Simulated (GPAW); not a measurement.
# Dielectric function and optical constants of BaTiO3

Wanted: where BaTiO3 starts to absorb, how strongly, and its refractive index. The cell comes from an older database entry, whose edges can differ from later determinations, mostly by under a per cent.

Method: DFT, PBE, plane-wave PAW (GPAW data sets), scalar-relativistic, RPA, optical limit, in GPAW 26.7.0.

The database entry behind the starting cell differs from later determinations by our own check (c/a about 0.6 % short), so it need not match the best structure at ambient conditions.

## 1. The starting structure

It takes space group P4mm (No. 99, tetragonal). The conventional cell has a = 4.000 Å, b = 4.000 Å, c = 4.018 Å, α = 90.00°, β = 90.00°, γ = 90.00°. Nearest to Ba lie 12 O at 2.79 to 2.88 Å. Nearest to Ti lie 6 O at 1.89 to 2.13 Å. Nearest to O lie 2 Ti at 2.00 Å and 4 Ba at 2.79 to 2.88 Å. Nearest to O lie 2 Ti at 1.89 to 2.13 Å and 4 Ba at 2.83 Å. Farther neighbours and most contacts between anions are not listed.

## 2. Ground state

First the ground state: is it a metal or has it a gap?

This step: DFT, PBE, plane-wave PAW (GPAW data sets), scalar-relativistic, ground state (GPAW 26.7.0).

Input file gs.py:

```python
from ase import Atoms
from ase.dft.bandgap import bandgap
from gpaw import GPAW, PW, FermiDirac

atoms = Atoms(['Ba', 'Ti', 'O', 'O', 'O'],
              cell=[[3.999800000000, 0.000000000000, 0.000000000000],
                    [0.000000000000, 3.999800000000, 0.000000000000],
                    [0.000000000000, 0.000000000000, 4.018000000000]],
              scaled_positions=[[0.000000000000, 0.000000000000, 0.000000000000],
                                [0.500000000000, 0.500000000000, 0.490000000000],
                                [0.000000000000, 0.500000000000, 0.517000000000],
                                [0.500000000000, 0.000000000000, 0.517000000000],
                                [0.500000000000, 0.500000000000, 0.019000000000]],
              pbc=[True, True, True])
atoms.calc = GPAW(mode=PW(500), xc='PBE', kpts={'size': (6, 6, 6), 'gamma': True},
                  occupations=FermiDirac(0.05), maxiter=150, txt='gs.txt')
print('energy (eV)', atoms.get_potential_energy())
print('Fermi level (eV)', atoms.calc.get_fermi_level())
print('valence electrons', atoms.calc.get_number_of_electrons())
print('gap (eV)', bandgap(atoms.calc, output=None)[0])
print('direct gap (eV)', bandgap(atoms.calc, direct=True, output=None)[0])
atoms.calc.write('gs.gpw')
```

Command:

```console
OMP_NUM_THREADS=1 python gs.py
```

Numbers of over 12 decimals in the logs are rounded to 6 here.

Output:

```text
__  _  _
 | _ |_)|_||  |
 |__||  | ||/\| - 26.7.0

Versions:
  Python: 3.12.14
  ASE:    3.29.0
  Numpy:  2.5.5
  Scipy:  1.18.1
  Libxc:  7.0.0

Input parameters:
  mode=PW(ecut=500.0),
  kpts=MonkhorstPack(size=(6, 6, 6), gamma=True),
  maxiter=150,
  occupations=Occupations(name='fermi-dirac', width=0.05, fixmagmom=False),
  xc=XC(name='PBE')

Diagonalizing LCAO Hamiltonian
Converting LCAO to pw mode
   .---------.
  /|         |
 * |         |
 |O|         |
 | |  OTi    |
 | .---------.
 |/    O    /
 Ba--------*

Atoms  # Å, Bohr magnetons
|   | symbol |        x |        y |        z |    initial magnetic moments |
| 0 |     Ba | 0.000000 | 0.000000 | 0.000000 | ( 0.0000,  0.0000,  0.0000) |
| 1 |     Ti | 1.999900 | 1.999900 | 1.968820 | ( 0.0000,  0.0000,  0.0000) |
| 2 |      O | 0.000000 | 1.999900 | 2.077306 | ( 0.0000,  0.0000,  0.0000) |
| 3 |      O | 1.999900 | 0.000000 | 2.077306 | ( 0.0000,  0.0000,  0.0000) |
| 4 |      O | 1.999900 | 1.999900 | 0.076342 | ( 0.0000,  0.0000,  0.0000) |

Unit cell  # Å
| periodic |        x |        y |        z |  lengths |    angles |
|      yes | 3.999800 | 0.000000 | 0.000000 | 3.999800 | 90.000000 |
|      yes | 0.000000 | 3.999800 | 0.000000 | 3.999800 | 90.000000 |
|      yes | 0.000000 | 0.000000 | 4.018000 | 4.018000 | 90.000000 |

Number of symmetries: 8
Symmetry operations  # r_c * U_cc + t_c -> r_c
|   | kind |            matrix            |
| 0 |  E   |  1, 0, 0,  0, 1, 0,  0, 0, 1 |
| 1 |  σ   |  1, 0, 0,  0,-1, 0,  0, 0, 1 |
| 2 |  σ   |  0, 1, 0,  1, 0, 0,  0, 0, 1 |
| 3 |  C4  |  0, 1, 0, -1, 0, 0,  0, 0, 1 |
| 4 |  C4  |  0,-1, 0,  1, 0, 0,  0, 0, 1 |
| 5 |  σ   |  0,-1, 0, -1, 0, 0,  0, 0, 1 |
| 6 |  σ   | -1, 0, 0,  0, 1, 0,  0, 0, 1 |
| 7 |  C2  | -1, 0, 0,  0,-1, 0,  0, 0, 1 |

BZ-sampling:
  Number of BZ points: 216
  Number of IBZ points: 40

  Monkhorst-Pack size: [6, 6, 6]
  Monkhorst-Pack shift: [0.083333, 0.083333, 0.083333]

K-points  # in reciprocal-cell coordinates
|     |                                coordinates |     weight |
|   0 | (  0.00000000,   0.00000000,   0.00000000) | 0.00462963 |
|   1 | (  0.00000000,   0.00000000,   0.16666667) | 0.00925926 |
|   2 | (  0.00000000,   0.00000000,   0.33333333) | 0.00925926 |
|   3 | (  0.00000000,   0.00000000,   0.50000000) | 0.00462963 |
|   4 | (  0.16666667,   0.00000000,   0.00000000) | 0.01851852 |
|   5 | (  0.16666667,   0.00000000,   0.16666667) | 0.03703704 |
|   6 | (  0.16666667,   0.00000000,   0.33333333) | 0.03703704 |
|   7 | (  0.16666667,   0.00000000,   0.50000000) | 0.01851852 |
|   8 | (  0.16666667,   0.16666667,   0.00000000) | 0.01851852 |
|   9 | (  0.16666667,   0.16666667,   0.16666667) | 0.03703704 |
| ... |                                            |            |
|  39 | (  0.50000000,   0.50000000,   0.50000000) | 0.00462963 |

Plane wave coefficients: 1647
Cutoff: 500.0 eV

Spin-components: 1 (collinear spins)
Bands:           28
Projectors:      27
Spin-degeneracy: 2
Datatype:        complex128

Parallelization:
  kpt:    1
  domain: 1
  band:   1

Density:
  Valence electrons: 40.0
  Components: 1
  Grid points: [21 21 21]
  Charge: 0.0  # |e|

Potential:
  Grid points: [21 21 21]

species:
  Ba:
    name:    Barium
    id:
    Z:       56.0
    valence: 10
    core:    46
    charge:  0.0  # [|e|]
    compensation charges:
      type: gauss
      rc: 0.37  # [Å]
      lmax: 2
    cutoffs:
      filter: 2.06  # [Å]
      core: 2.33  # [Å]
    projectors
    | kind |    occ | energy [eV] | rcut [Å] |
    |   5s |  2.000 |     -33.644 |    1.164 |
    |   6s |  2.000 |      -3.229 |    1.164 |
    |   5p |  6.000 |     -18.744 |    1.164 |
    |    p |        |       0.000 |    1.164 |
    |    d |        |       0.000 |    1.164 |
    |    d |        |      27.211 |    1.164 |

    Using partial waves for Ba as LCAO basis

  Ti:
    name:    Titanium
    id:
    Z:       22.0
    valence: 12
    core:    10
    charge:  0.0  # [|e|]
    compensation charges:
      type: gauss
      rc: 0.38  # [Å]
      lmax: 2
    cutoffs:
      filter: 2.23  # [Å]
      core: 1.02  # [Å]
    projectors
    | kind |    occ | energy [eV] | rcut [Å] |
    |   3s |  2.000 |     -62.623 |    1.270 |
    |   4s |  2.000 |      -4.466 |    1.270 |
    |   3p |  6.000 |     -38.862 |    1.058 |
    |   4p |  0.000 |      -1.466 |    1.058 |
    |   3d |  2.000 |      -4.258 |    1.058 |
    |    d |        |      22.953 |    1.058 |

    Using partial waves for Ti as LCAO basis

  O:
    name:    Oxygen
    id:
    Z:       8.0
    valence: 6
    core:    2
    charge:  0.0  # [|e|]
    compensation charges:
      type: gauss
      rc: 0.21  # [Å]
      lmax: 2
    cutoffs:
      filter: 1.17  # [Å]
      core: 0.83  # [Å]
    projectors
    | kind |    occ | energy [eV] | rcut [Å] |
    |   2s |  2.000 |     -23.961 |    0.688 |
    |   2p |  4.000 |      -9.029 |    0.598 |
    |    s |        |       3.251 |    0.688 |
    |    p |        |      18.182 |    0.598 |
    |    d |        |       0.000 |    0.619 |

    Using partial waves for O as LCAO basis

Reference energy: -250624.413696  # eV

eigensolver:
  PPCG
  Converge bands: occupied
  niter=2

density mixing:
  MSR1-Mixer
  Pratt-step length: 0.05
  Maximum mixing coefficient: 0.75
  Old densities: 10
  SVD Regularization: 0.005
  Good broyden scale: 1.0
  Trust region scale: 1.0
  Backstep threshold: 4.0
  History deletion threshold: 6.0
  Fourier metric: weight=20.0, sigma=0.015

occupation numbers:
  Fermi-Dirac:
    width: 0.0500  # eV

poisson solver:
  ecut: 4000.0  # eV

xc functional:
  name: PBE with 2 nearest neighbor stencil

convergence criteria:
- Maximum [total energy] change in last 3 cyles: 0.0005 eV / valence electron
- Maximum integral of absolute [dens]ity change: 0.0001 electrons / valence electron
- Maximum integral of absolute [eigenst]ate change: 4e-08 eV^2 / valence electron
maximum number of iterations: 150

SCF iterations
|iter     |      energy | eigst |  dens |
|iter:   1||  -43.331333 | -0.11 |       |
|iter:   2||  -41.630393 | -1.67 | -0.88 |
|iter:   3||  -38.479363 | -0.71 | -0.94 |
|iter:   4||  -38.236232 | -1.83 | -1.43 |
|iter:   5||  -38.192843 | -2.57 | -1.62 |
|iter:   6||  -38.198549 | -3.36 | -1.99 |
|iter:   7||  -38.198460c| -4.20 | -2.70 |
|iter:   8||  -38.198401c| -4.68 | -2.99 |
|iter:   9||  -38.198408c| -6.26 | -3.49 |
|iter:  10||  -38.198410c| -6.89 | -3.90 |
|iter:  11||  -38.198410c| -8.18c| -4.64c|

Converged in 11 steps
SCF loop duration: 30.818 s (2.802 s/step)
Energy contributions relative to reference atoms: (reference = -250624.413696)

Energy contributions:
  Kinetic:          37.678332
  Coulomb:         -38.608372
  Zero:              0.190137
  External:          0.000000
  Xc:              -37.458507
  Entropy:          -0.000000
  Spinorbit:         0.000000
  ----------------------------
  Free energy:     -38.198410
  Extrapolated:    -38.198410

dipole moment: (-35.454764, -35.454764, -33.922629)  # |e|*Ang

Fermi level: 8.616
Eigenvalues  # (at kpt = [0.000, 0.000, 0.000])
| band index |      eig [eV] | occ [0-2] |
|          0 |       -48.852 |     2.000 |
|        ... |               |           |
|         12 |         5.362 |     2.000 |
|         13 |         5.362 |     2.000 |
|         14 |         6.453 |     2.000 |
|         15 |         6.453 |     2.000 |
|         16 |         6.546 |     2.000 |
|         17 |         7.394 |     2.000 |
|         18 |         7.408 |     2.000 |
|         19 |         7.408 |     2.000 |
|         20 |         9.498 |     0.000 |
|         21 |         9.711 |     0.000 |
|         22 |         9.711 |     0.000 |
|         23 |        11.690 |     0.000 |
|         24 |        11.785 |     0.000 |
|         25 |        12.707 |     0.000 |
|         26 |        12.765 |     0.000 |
|         27 |        15.002 |     0.000 |

Gap: 1.811 eV
Transition (v -> c):
  (s=0, k=39, n=19, [0.50, 0.50, 0.50]) -> (s=0, k=0, n=20, [0.00, 0.00, 0.00])
Direct/indirect transitions are different
Direct gap: 2.090 eV
Transition at: (s=0, k=0, n=19, [0.00, 0.00, 0.00])

--- standard output ---
energy (eV) -38.198410
Fermi level (eV) 8.615977
valence electrons 40.0
gap (eV) 1.811109
direct gap (eV) 2.089939
```

Run time: 33 s. Hardware: 1 thread of Arm Neoverse V2, shared host; peak memory 0.19 GiB.

This step gave:

* energy: -38.20 eV
* Fermi energy: 8.616 eV
* gap on the k-mesh: 1.811 eV
* direct gap on the mesh: 2.090 eV
* electrons: 40

There is a gap, 1.81 eV on this mesh (points off the mesh can give less), so no carriers' term is needed.

## 3. Bands for the response

The response needs many more empty bands than the density does.

This step: DFT, PBE, plane-wave PAW (GPAW data sets), scalar-relativistic, bands at fixed density (GPAW 26.7.0).

Input file nscf.py:

```python
from ase.dft.bandgap import bandgap
from gpaw import GPAW, FermiDirac

calc = GPAW('gs.gpw').fixed_density(kpts={'size': (8, 8, 8), 'gamma': True}, nbands=49, convergence={'bands': 43},
                                    occupations=FermiDirac(0.001), txt='nscf.txt')
print('gap (eV)', bandgap(calc, output=None)[0])
print('direct gap (eV)', bandgap(calc, direct=True, output=None)[0])
print('top band over the Fermi level (eV)', min(calc.get_eigenvalues(kpt=k)[42] for k in range(len(calc.get_ibz_k_points()))) - calc.get_fermi_level())
calc.write('full.gpw', mode='all')
```

Command:

```console
OMP_NUM_THREADS=1 python nscf.py
```

Output:

```text
Diagonalizing LCAO Hamiltonian
Converting LCAO to pw mode
convergence criteria:
- Maximum integral of absolute [eigenst]ate change: 4e-08 eV^2 / valence electron
maximum number of iterations: 150

SCF iterations
|iter     |      energy | eigst |  dens |
|iter:   1||             | +3.02 |       |
|iter:   2||             | +1.84 |       |
|iter:   3||             | +0.84 |       |
|iter:   4||             | -0.48 |       |
|iter:   5||             | -1.57 |       |
|iter:   6||             | -2.84 |       |
|iter:   7||             | -3.90 |       |
|iter:   8||             | -5.16 |       |
|iter:   9||             | -6.22 |       |
|iter:  10||             | -7.27 |       |
|iter:  11||             | -7.87c|       |
SCF steps: 11
  __  _  _
 | _ |_)|_||  |
 |__||  | ||/\| - 26.7.0

Versions:
  Python: 3.12.14
  ASE:    3.29.0
  Numpy:  2.5.5
  Scipy:  1.18.1
  Libxc:  7.0.0

Input parameters:
  mode=PW(ecut=500.0),
  convergence={'bands': 43},
  gpts=array([21, 21, 21]),
  kpts=MonkhorstPack(size=(8, 8, 8), gamma=True),
  maxiter=150,
  nbands=49,
  occupations=Occupations(name='fermi-dirac', width=0.001, fixmagmom=False),
  parallel={},
  xc=XC(name='PBE')

--- standard output ---
gap (eV) 1.811109
direct gap (eV) 2.089939
top band over the Fermi level (eV) 20.079386
```

The job ended after 93 s (1 thread; peak memory 0.29 GiB).

## 4. Dielectric function, RPA

Transitions between filled and empty bands, summed over the zone, give the optical response, so mesh, band count and broadening shape it.

The induced potential is part of this response.

This step: DFT, PBE, plane-wave PAW (GPAW data sets), scalar-relativistic, RPA, optical limit (GPAW 26.7.0).

Input file df.py:

```python
from gpaw.response.df import DielectricFunction

df = DielectricFunction('full.gpw', frequencies={'type': 'nonlinear', 'domega0': 0.03, 'omega2': 8},
                        ecut=60,
                        eta=0.15,
                        nbands=43,
                        txt='df.txt')
for direction in ['x', 'z']:
    df.get_dielectric_function(xc='RPA', direction=direction, filename=f'df_{direction}.csv')
```

Command:

```console
OMP_NUM_THREADS=1 python df.py
```

Output:

```text
Using integrator: PointIntegrator
NonLinearFrequencyDescriptor(from 0.000 to 80.325 eV, 520 points)
Nonperiodic BCs:  [False False False]
Using integrator: PointIntegrator
NonLinearFrequencyDescriptor(from 0.000 to 80.325 eV, 520 points)
Nonperiodic BCs:  [False False False]

Calculating chi0 body with:
    Ground state adapter containing:
    Number of spins: 1
    Number of kpoints: 512
    Number of irreducible kpoints: 75
    Number of completely occupied states: 20
    Number of partially occupied states: 20

    Linear response parametrization:
    q_c: [0.0, 0.0, 0.0]
    Number of frequency points: 520
    Planewave cutoff: 60.0
    Number of bands: 43
    Number of planewaves: 81
    Broadening (eta): 0.15

Integrating chi0 body.

Symmetries of q_c:
    Direct symmetries (Uq -> q): 8
    Indirect symmetries (TUq -> q): 8
In total 16 allowed symmetries.

75 groups of equivalent kpoints. 85.3515625% reduction.

Integral kind: spectral function

Calculating chi0 optical extensions with:
    Ground state adapter containing:
    Number of spins: 1
    Number of kpoints: 512
    Number of irreducible kpoints: 75
    Number of completely occupied states: 20
    Number of partially occupied states: 20

    Linear response parametrization:
    Number of frequency points: 520
    Planewave cutoff: 60.0
    Number of bands: 43
    Number of planewaves: 81
    Broadening (eta): 0.15
Integrating chi0 head and wings.

Symmetries of q_c:
    Direct symmetries (Uq -> q): 8
    Indirect symmetries (TUq -> q): 8
In total 16 allowed symmetries.

75 groups of equivalent kpoints. 85.3515625% reduction.

Integral kind: spectral function wings
```

Elapsed: 19 s, on 1 thread; peak memory 0.44 GiB.

Numbers from this step:

* electronic dielectric constant ε∞, mean over x, y and z (by symmetry where fewer were run): 5.779
* main peak of Im epsilon, first axis: 4.095 eV
* centre of weight of the strongest loss peak in the window: 13.08 eV

Some rows of df_x.csv (energy; Re and Im without local fields; Re and Im with them):

```text
0.000000, 6.160554, -0.000000, 5.902036, -0.000000
0.555532, 6.230668, 0.039192, 5.968641, 0.037212
1.143969, 6.486491, 0.097973, 6.211260, 0.092779
1.768324, 7.130819, 0.259516, 6.819763, 0.244349
2.431988, 8.345829, 1.360780, 7.956410, 1.261579
3.138794, 7.982206, 3.832253, 7.680410, 3.548119
3.893091, 6.775534, 6.541657, 6.812580, 6.062070
4.699832, 1.965245, 4.272008, 1.920695, 4.478030
5.564682, 2.985360, 2.689281, 2.767441, 2.798408
6.494155, 3.773647, 2.973590, 3.476188, 3.001261
7.495775, 2.402036, 4.006768, 1.984032, 4.076493
8.578281, 2.270074, 4.657792, 1.890170, 4.410158
9.751884, 1.103748, 4.170896, 0.854408, 3.721150
11.028587, -0.111783, 2.769152, -0.131638, 2.623044
12.422601, 0.003358, 1.411748, -0.271665, 1.390964
13.950874, 1.264644, 0.916697, 0.846824, 0.854245
15.633783, 2.082326, 1.541495, 1.151799, 1.082759
17.496047, 1.902784, 2.995038, 1.209232, 1.463294
19.567954, -1.884272, 2.853567, 1.287101, 1.511059
```

(Part 1 of 2 ends here.)

[Machine, clock and banner lines and Python warnings are left out of the logs.]

[Logs are printed without paths, hosts, clocks, repeated set-up lines and the standing remarks that a program may print on its own settings, such as how far it seeks lower states.]

[Hosts, paths, dates, database ids (printed as entryN), source tags and the programs' standing remarks are cut or masked in the printed files.]
